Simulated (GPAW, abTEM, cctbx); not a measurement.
# Ta6Bi2P: the scripts behind a bonding study

Short scripts, each with its output. The cell comes from substitution in a known structure type and wasn't matched to any measured phase.

## 1. Relax the structure

```text
cell
1.0
     0.000000000    0.000000000    3.765000000
     7.236000000    0.000000000    0.000000000
    -3.618000000    6.266559822    0.000000000
Bi Ta P
2 6 1
Direct
0.500000000 0.333333333 0.666666667
0.500000000 0.666666667 0.333333333
0.000000000 0.000000000 0.593500015
0.000000000 0.406499985 0.406499985
0.000000000 0.593500015 0.000000000
0.500000000 0.745800015 0.745800015
0.500000000 0.254199985 0.000000000
0.500000000 0.000000000 0.254199985
0.000000000 0.000000000 0.000000000
```

```python
from ase.constraints import FixSymmetry
from ase.filters import FrechetCellFilter
from ase.io import read, write
from ase.optimize import BFGS
from ase.parallel import parprint
from gpaw import GPAW, PW, FermiDirac

atoms = read("start.vasp")
atoms.set_constraint(FixSymmetry(atoms))
atoms.calc = GPAW(mode=PW(570), xc="PBE", kpts={"size": (5, 3, 3), "gamma": True},
                 occupations=FermiDirac(0.1), maxiter=120, symmetry={"tolerance": 1e-5}, txt="relax.txt")
BFGS(FrechetCellFilter(atoms), maxstep=0.15).run(fmax=0.03, steps=40)
parprint("cell  %.4f %.4f %.4f  %.2f %.2f %.2f" % tuple(atoms.cell.cellpar()))
parprint("volume %.3f A^3, largest force %.3f eV/A, largest stress %.2f GPa" % (atoms.get_volume(), abs(atoms.get_forces()).max(), 160.218 * abs(atoms.get_stress()).max()))
atoms.set_constraint()
write("relaxed.vasp", atoms, direct=True)
```

```console
$ OMP_NUM_THREADS=1 mpirun -n 4 gpaw python run.py > gpaw.log
```

```text
      Step        Energy          fmax
BFGS:    0      -71.200410        2.743451
BFGS:    1      -71.589732        1.945989
BFGS:    2      -72.284678        1.381920
BFGS:    3      -72.423596        1.300237
BFGS:    4      -73.023209        0.782421
BFGS:    5      -73.146915        0.708134
BFGS:    6      -73.185698        0.600406
BFGS:    7      -73.213284        0.616967
BFGS:    8      -73.349397        0.691414
BFGS:    9      -73.416076        0.670697
BFGS:   10      -73.453092        0.547377
BFGS:   11      -73.470527        0.421531
BFGS:   12      -73.480357        0.330291
BFGS:   13      -73.493589        0.203272
BFGS:   14      -73.507567        0.160498
BFGS:   15      -73.512255        0.061367
BFGS:   16      -73.512981        0.010495
cell  3.4292 7.6079 7.6079  120.00 90.00 90.00
volume 171.891 A^3, largest force 0.007 eV/A, largest stress 0.09 GPa
```

Time: 5.6 min on 4 cores of Arm Neoverse V2 (shared host), peak memory 1.3 GiB.

## 2. Build the all-electron density and subtract free atoms

```text
cell
1.0
     0.000000000    0.000000000    3.429165720
     7.607938280    0.000000000    0.000000000
    -3.803969140    6.588667820    0.000000000
Bi Ta P
2 6 1
Direct
0.500000000 0.333333330 0.666666670
0.500000000 0.666666670 0.333333330
0.000000000 0.000000000 0.644221690
0.000000000 0.355778310 0.355778310
0.000000000 0.644221690 0.000000000
0.500000000 0.758253600 0.758253600
0.500000000 0.241746400 0.000000000
0.500000000 0.000000000 0.241746400
0.000000000 0.000000000 0.000000000
```

```python
import numpy as np
from ase.io import read
from ase.units import Bohr
from gpaw import GPAW, PW, FermiDirac
from gpaw.calculator import GPAW as OldGPAW
from gpaw.mpi import serial_comm, world
from scipy.special import erfc
from scipy.spatial import cKDTree

atoms = read("cell.vasp")
atoms.calc = GPAW(mode=PW(450), xc="PBE", kpts={"size": (7, 4, 4), "gamma": True},
                 occupations=FermiDirac(0.1), maxiter=120, symmetry={"tolerance": 1e-5}, txt="scf.txt")
atoms.get_potential_energy()
rho = atoms.calc.get_all_electron_density(gridrefinement=2)
moments = atoms.get_magnetic_moments() if atoms.calc.get_number_of_spins() == 2 else np.zeros(len(atoms))
total = atoms.get_magnetic_moment() if moments.any() else 0.0
if world.rank == 0:
    free = OldGPAW(mode=PW(450), xc="PBE", txt=None, communicator=serial_comm)
    neutral = atoms.copy()
    neutral.set_initial_magnetic_moments(None)
    free.initialize(neutral)
    free.set_positions(neutral)
    drho = rho - free.get_all_electron_density(gridrefinement=2)
    # GPAW starts from confined atoms: exchange their smooth part for that of the datasets' free atoms
    h = np.stack(np.meshgrid(*[np.fft.fftfreq(n, 1 / n) for n in drho.shape], indexing="ij"), -1)
    gabs = np.linalg.norm(h @ atoms.cell.reciprocal(), axis=-1)
    tails = np.fft.fftn(free.get_pseudo_density(gridrefinement=2))
    g, form, v0 = np.linspace(0, gabs.max(), 1500), {}, 0
    for e in set(atoms.symbols):
        idx = atoms.symbols.search(e)
        d = free.setups[idx[0]].data
        r, w = d.rgd.r_g * Bohr, d.rgd.r_g**2 * d.rgd.dr_g
        j0 = np.sinc(2 * g[:, None] * r)
        smooth = sum(f * p**2 for f, p in zip(d.f_j, d.phit_jg)) + np.sqrt(4 * np.pi) * d.nct_g
        full = sum(f * p**2 for f, p in zip(d.f_j, d.phi_jg)) + np.sqrt(4 * np.pi) * d.nc_g
        phase = sum(np.exp(-2j * np.pi * h @ s) for s in atoms.get_scaled_positions()[idx])
        tails -= np.interp(gabs, g, j0 @ (smooth * w)) * phase * drho.size / atoms.get_volume()
        form[e] = j0 @ (full * w)
        v0 += 2 * np.pi / 3 * 14.3996 * (full * w * r**2).sum() * len(idx)  # V A^3
    tails *= 0.5 * erfc((gabs - 1.8) / 0.25)  # the tails differ at long wavelengths alone
    drho += np.fft.ifftn(tails).real  # crystal minus superposed spherical free atoms
    np.save("drho.npy", drho)
    dv = atoms.get_volume() / drho.size
    print("grid", drho.shape, " electrons %.3f" % (rho.sum() * dv), " moved by bonding %.3f e" % (abs(drho).sum() * dv / 2))
    pts = np.indices(drho.shape).reshape(3, -1).T / drho.shape @ atoms.cell
    shifts = (np.indices((3, 3, 3)).reshape(3, -1).T - 1) @ atoms.cell
    images = (atoms.positions[None] + shifts[:, None]).reshape(-1, 3)
    dist, idx = cKDTree(images).query(pts, k=4)
    out = drho.ravel()[dist[:, 0] > 0.5]
    print("deformation density beyond 0.5 A of the nuclei: max %.3f, min %.3f e/A^3" % (out.max(), out.min()))
    tie = dist < dist[:, :1] + 1e-4
    q = -np.bincount((idx % len(atoms))[tie], (drho.ravel()[:, None] / tie.sum(1, keepdims=True) * tie)[tie], len(atoms)) * dv
    print("atom        x       y       z   Voronoi charge  moment")
    for a, s, c, m in zip(atoms, atoms.get_scaled_positions(), q, moments):
        print("%-2s%-3d %7.4f %7.4f %7.4f %10.3f %10.2f" % (a.symbol, a.index + 1, *s, c, m))
    np.savez("free.npz", g=g, **form)
    print("mean inner potential of superposed free atoms %.3f V" % (v0 / atoms.get_volume()))
    print("total magnetic moment %.3f muB" % total)
```

```console
$ OMP_NUM_THREADS=1 mpirun -n 4 gpaw python run.py > gpaw.log
```

```text
grid (36, 80, 80)  electrons 619.000  moved by bonding 2.135 e
deformation density beyond 0.5 A of the nuclei: max 0.109, min -0.147 e/A^3
atom        x       y       z   Voronoi charge  moment
Bi1    0.5000  0.3333  0.6667      0.020       0.00
Bi2    0.5000  0.6667  0.3333      0.020       0.00
Ta3    0.0000  0.0000  0.6442      0.053       0.00
Ta4    0.0000  0.3558  0.3558      0.053       0.00
Ta5    0.0000  0.6442  0.0000      0.053       0.00
Ta6    0.5000  0.7583  0.7583      0.011       0.00
Ta7    0.5000  0.2417  0.0000      0.011       0.00
Ta8    0.5000  0.0000  0.2417      0.011       0.00
P 9    0.0000  0.0000  0.0000     -0.230       0.00
mean inner potential of superposed free atoms 30.051 V
total magnetic moment 0.000 muB
```

Time: 33 s.

## 3. Fourier-transform the difference

```python
from cctbx import adptbx, crystal, miller, xray
from cctbx.eltbx import tiny_pse
import numpy as np

cs = crystal.symmetry(unit_cell=(7.6079, 7.6079, 3.4292, 90, 90, 120), space_group_symbol='Hall: P -6 -2')  # P-62m
atoms = [  # label, site, U (iso, or U11 U22 U33 U12 U13 U23 in A^2), occupancy
    ("Bi1", (1/3, 2/3, 0.5), 0.0000, 1),
    ("Ta1", (0, 0.64422, 0), 0.0000, 1),
    ("Ta2", (0.75825, 0.75825, 0.5), 0.0000, 1),
    ("P1", (0, 0, 0), 0.0000, 1),
]
xs = xray.structure(crystal_symmetry=cs)
for label, site, u, occ in atoms:
    u = adptbx.u_cif_as_u_star(cs.unit_cell(), u) if isinstance(u, tuple) else u
    xs.add_scatterer(xray.scatterer(label, site=site, u=u, occupancy=occ))
xs.scattering_type_registry(table="wk1995")
drho = np.load("drho.npy")
T = np.array([[0, 1, 0], [0, 0, 1], [1, 0, 0]])  # conventional axes in terms of the primitive ones
dF = np.fft.ifftn(drho) * 171.89097  # electrons a conventional cell, indexed by primitive hkl
ms = miller.build_set(cs, anomalous_flag=False, d_min=0.9).sort("resolution")
iam = ms.structure_factors_from_scatterers(xs, algorithm="direct").f_calc()
p1 = xs.expand_to_p1()
z = np.array([tiny_pse.table(sc.scattering_type).atomic_number() for sc in p1.scatterers()])
x = np.array(p1.sites_frac())
free = np.load("free.npz")
print("static structure factors of the conventional cell: F in electrons, V (Mott-Bethe) in volts")
print("   h  k  l      d  |F| table  |F| free   |F| DFT   change   |V| free  |V| DFT  change %")
for h, d, table in list(zip(ms.indices(), ms.d_spacings().data(), iam.data()))[:16]:
    df = dF[tuple(np.rint(np.linalg.solve(T, h)).astype(int))]
    phase = np.exp(2j * np.pi * x @ h)
    f = sum(np.interp(1 / d, free["g"], free[sc.scattering_type]) * p for sc, p in zip(p1.scatterers(), phase))
    fz = (z * phase).sum()
    c = 14.3996 * d * d / (np.pi * cs.unit_cell().volume())
    v0, v1 = abs(fz - f) * c, abs(fz - f - df) * c
    print("%4d%3d%3d %7.4f %9.3f %9.3f %9.3f %8.3f %9.3f %8.3f %8s" % (h + (d, abs(table), abs(f), abs(f + df), abs(f + df) - abs(f), v0, v1, "%.1f" % (100 * (v1 / v0 - 1)) if v0 > 0.02 else "-")))
```

```console
$ python run.py
```

```text
static structure factors of the conventional cell: F in electrons, V (Mott-Bethe) in volts
   h  k  l      d  |F| table  |F| free   |F| DFT   change   |V| free  |V| DFT  change %
   1  0  0  6.5886     5.118     5.092     4.812   -0.280     0.704    0.380    -46.1
   1  1  0  3.8039    43.866    43.848    43.882    0.033     1.766    1.769      0.2
   0  0  1  3.4292   137.677   137.572   137.632    0.060     4.211    4.192     -0.4
   2  0  0  3.2943    93.067    92.996    93.163    0.167     2.645    2.597     -1.8
   1  0  1  3.0419     1.421     1.397     1.299   -0.098     0.440    0.416     -5.5
   1  1  1  2.5470   321.384   321.091   320.563   -0.528     9.752    9.844      0.9
   2  1  0  2.4903   206.690   206.475   206.059   -0.416     6.087    6.156      1.1
   2  0  1  2.3757   171.498   171.375   171.186   -0.188     5.556    5.585      0.5
   3  0  0  2.1962   355.593   355.223   354.522   -0.701    10.584   10.674      0.9
   2  1  1  2.0150   167.531   167.325   167.115   -0.210     4.884    4.907      0.5
   2  2  0  1.9020   161.680   161.339   161.243   -0.096     4.311    4.318      0.2
   3  0  1  1.8494     0.976     0.742     0.665   -0.077     0.365    0.371      1.9
   3  1  0  1.8274    48.986    48.960    48.971    0.011     1.035    1.033     -0.2
   0  0  2  1.7146   467.173   466.422   465.926   -0.496    11.961   12.000      0.3
   2  2  1  1.6633   174.066   173.867   174.001    0.134     4.069    4.059     -0.2
   1  0  2  1.6593     6.106     6.199     6.389    0.190     0.126    0.140     11.1
```

Time: 0.24 s on 1 core of Arm Neoverse V2 (shared host), peak memory 0.08 GiB.

## 4. Image through focus

```python
import abtem
import numpy as np
from ase.build import make_supercell
from ase.io import read

abtem.config.set({"dask.lazy": False, "fft": "fftw", "diagnostics.progress_bar": False})
M = [[0, 0, -1], [0, 2, 1], [1, 0, 0]]  # rows: x, y and beam direction in the primitive cell's axes
unit = make_supercell(read("cell.vasp"), M)
unit.set_cell(list(unit.cell.lengths()) + [90, 90, 90], scale_atoms=True)
unit.positions[:, 2] += 0.8573  # keeps atomic planes off the slice boundaries
unit.wrap()
slab = unit * (2, 2, 12)
print(slab.get_chemical_formula(), "| box %.2f x %.2f x %.2f A" % tuple(slab.cell.lengths()))

# change of the potential by bonding, from the DFT deformation density (Poisson's equation term by term)
drho = np.load("drho.npy")
prim = read("cell.vasp")
h = np.stack(np.meshgrid(*[np.fft.fftfreq(n, 1 / n) for n in drho.shape], indexing="ij"), -1).reshape(-1, 3).astype(int)
g2 = ((h @ prim.cell.reciprocal()) ** 2).sum(1)
keep = (g2 > 0) & (g2 < 2.5**2)
shape = (96, 165, 20)
vg = np.zeros(shape, complex)
hm = h[keep] @ np.array(M).T
move = np.exp(-2j * np.pi * hm[:, 2] * (0.8573 / unit.cell[2, 2] - 0.5 / shape[2]))  # the same shift, sampled at mid-points
vg[tuple(hm.T % np.array(shape)[:, None])] = -14.3996 / np.pi * (np.fft.fftn(drho).ravel() / drho.size)[keep] / g2[keep] * move
dV = np.fft.ifftn(vg).real * vg.size
dV = dV.reshape(96, 165, 2, 10).mean(3) * unit.cell[2, 2] / 2  # V A, projected in each slice
dV = np.tile(dV.transpose(2, 0, 1), (12, 2, 2))


def build(atoms):
    p = abtem.Potential(atoms, gpts=(192, 330), slice_thickness=[slab.cell[2, 2] / 24] * 24,
                        parametrization="lobato", projection="infinite", exit_planes=8).build()
    p.array[:] += BONDING * dV
    return p


sigmas = {'Bi': 0.063, 'Ta': 0.064, 'P': 0.085}  # r.m.s. displacement along each axis, A
u = np.array([sigmas[s] for s in slab.symbols])[:, None]
rng = np.random.default_rng(595)


def potentials():
    for _ in range(2):  # frozen phonons, one configuration at a time
        atoms = slab.copy()
        atoms.positions += u * rng.standard_normal((len(atoms), 3))
        atoms.wrap()
        yield build(atoms)


for label, BONDING in (("IAM", 0.0), ("DFT", 1.0)):
    print("=====", label)
    rng = np.random.default_rng(595)  # the same displacements for both
    potential = build(slab)
    print("grid", potential.gpts, "slices", potential.num_slices)
    thickness = potential.exit_thicknesses
    columns = [  # name, x, y (A)
        ("Bi", 3.804, 2.196),
        ("Ta", 2.707, 0.000),
        ("Ta_b", 4.724, 4.996),
        ("P", 0.000, 0.000),
        ("void", 6.023, 3.843),
    ]
    waves = [abtem.PlaneWave(energy=200000).multislice(p) for p in potentials()]
    stack = []
    for defocus in [-50.0, -10.0, 30.0, 70.0, 150.0]:
        ctf = abtem.CTF(energy=200000, Cs=20000, defocus=defocus, focal_spread=30, semiangle_cutoff=35)
        ims = [w.apply_ctf(ctf).intensity() for w in waves]
        im = sum(ims[1:], ims[0]) / len(ims)
        a = im.array.reshape(len(thickness), 2, -1, 2, im.array.shape[-1] // 2).mean(axis=(1, 3))
        a = a / im.array[0].mean()
        stack.append(a)
        print("defocus %.0f A: intensity at the columns, vacuum = 1" % defocus)
        print("  t (A)     min     max" + "".join("%10s" % c[0][:9] for c in columns))
        for t, b in list(zip(thickness, a))[1:]:
            at = [b[round(x / im.sampling[0]) % b.shape[0], round(y / im.sampling[1]) % b.shape[1]] for _, x, y in columns]
            print("%7.1f %7.3f %7.3f" % (t, b.min(), b.max()) + "".join("%10.3f" % v for v in at))
    print("Scherzer defocus %.0f A, point resolution %.2f A" % (ctf.scherzer_defocus, ctf.point_resolution))
    np.save(label + "_hrtem.npy", np.array(stack))
```

```console
$ python run.py
```

```text
Bi192P96Ta576 | box 15.22 x 26.35 x 41.15 A
===== IAM
grid (192, 330) slices 24
defocus -50 A: intensity at the columns, vacuum = 1
  t (A)     min     max        Bi        Ta      Ta_b         P      void
   13.7   0.491   1.833     1.794     1.825     1.780     1.669     1.161
   27.4   0.333   1.951     1.312     1.297     1.270     1.951     0.912
   41.1   0.319   2.270     2.189     1.534     1.462     2.270     0.679
defocus -10 A: intensity at the columns, vacuum = 1
  t (A)     min     max        Bi        Ta      Ta_b         P      void
   13.7   0.539   1.407     0.973     1.165     1.039     1.403     0.959
   27.4   0.136   1.965     0.230     0.258     0.280     1.957     0.901
   41.1   0.312   2.570     1.041     0.485     0.393     2.570     0.850
defocus 30 A: intensity at the columns, vacuum = 1
  t (A)     min     max        Bi        Ta      Ta_b         P      void
   13.7   0.010   1.243     0.038     0.015     0.026     0.538     1.026
   27.4   0.206   1.219     0.517     0.492     0.498     0.413     1.098
   41.1   0.360   1.220     0.410     0.604     0.623     0.693     1.091
defocus 70 A: intensity at the columns, vacuum = 1
  t (A)     min     max        Bi        Ta      Ta_b         P      void
   13.7   0.308   1.871     0.390     0.361     0.386     0.630     1.557
   27.4   0.343   2.161     0.473     0.590     0.590     0.375     1.709
   41.1   0.057   1.970     0.220     0.507     0.484     0.071     1.546
defocus 150 A: intensity at the columns, vacuum = 1
  t (A)     min     max        Bi        Ta      Ta_b         P      void
   13.7   0.414   1.662     0.717     1.071     0.642     0.931     1.008
   27.4   0.346   1.872     0.956     1.149     0.837     0.472     0.768
   41.1   0.395   1.496     0.460     0.643     0.639     0.410     1.205
Scherzer defocus 27 A, point resolution 0.48 A
===== DFT
grid (192, 330) slices 24
defocus -50 A: intensity at the columns, vacuum = 1
  t (A)     min     max        Bi        Ta      Ta_b         P      void
   13.7   0.489   1.846     1.807     1.835     1.789     1.667     1.159
   27.4   0.335   1.939     1.336     1.310     1.282     1.939     0.909
   41.1   0.299   2.252     2.244     1.567     1.494     2.252     0.676
defocus -10 A: intensity at the columns, vacuum = 1
  t (A)     min     max        Bi        Ta      Ta_b         P      void
   13.7   0.540   1.409     0.976     1.167     1.040     1.405     0.958
   27.4   0.136   1.970     0.235     0.258     0.280     1.962     0.899
   41.1   0.324   2.576     1.061     0.500     0.407     2.576     0.846
defocus 30 A: intensity at the columns, vacuum = 1
  t (A)     min     max        Bi        Ta      Ta_b         P      void
   13.7   0.010   1.248     0.038     0.015     0.026     0.537     1.027
   27.4   0.207   1.226     0.514     0.492     0.498     0.412     1.101
   41.1   0.360   1.226     0.410     0.603     0.620     0.694     1.092
defocus 70 A: intensity at the columns, vacuum = 1
  t (A)     min     max        Bi        Ta      Ta_b         P      void
   13.7   0.306   1.887     0.384     0.357     0.381     0.632     1.560
   27.4   0.339   2.177     0.464     0.581     0.580     0.375     1.712
   41.1   0.056   1.996     0.217     0.496     0.470     0.070     1.552
defocus 150 A: intensity at the columns, vacuum = 1
  t (A)     min     max        Bi        Ta      Ta_b         P      void
   13.7   0.407   1.663     0.704     1.073     0.642     0.923     1.007
   27.4   0.352   1.873     0.922     1.141     0.840     0.466     0.768
   41.1   0.376   1.535     0.428     0.633     0.628     0.407     1.198
Scherzer defocus 27 A, point resolution 0.48 A
```

Time: 4.2 s.

[Outputs are excerpts: Python notices, other lines and further rows are left out; steps that failed or that the build refused (PBEsol, TPSS) are not shown.]

[Logs are printed without paths, hosts, clocks, repeated set-up lines and the standing remarks that a program may print on its own settings, such as how far it seeks lower states.]
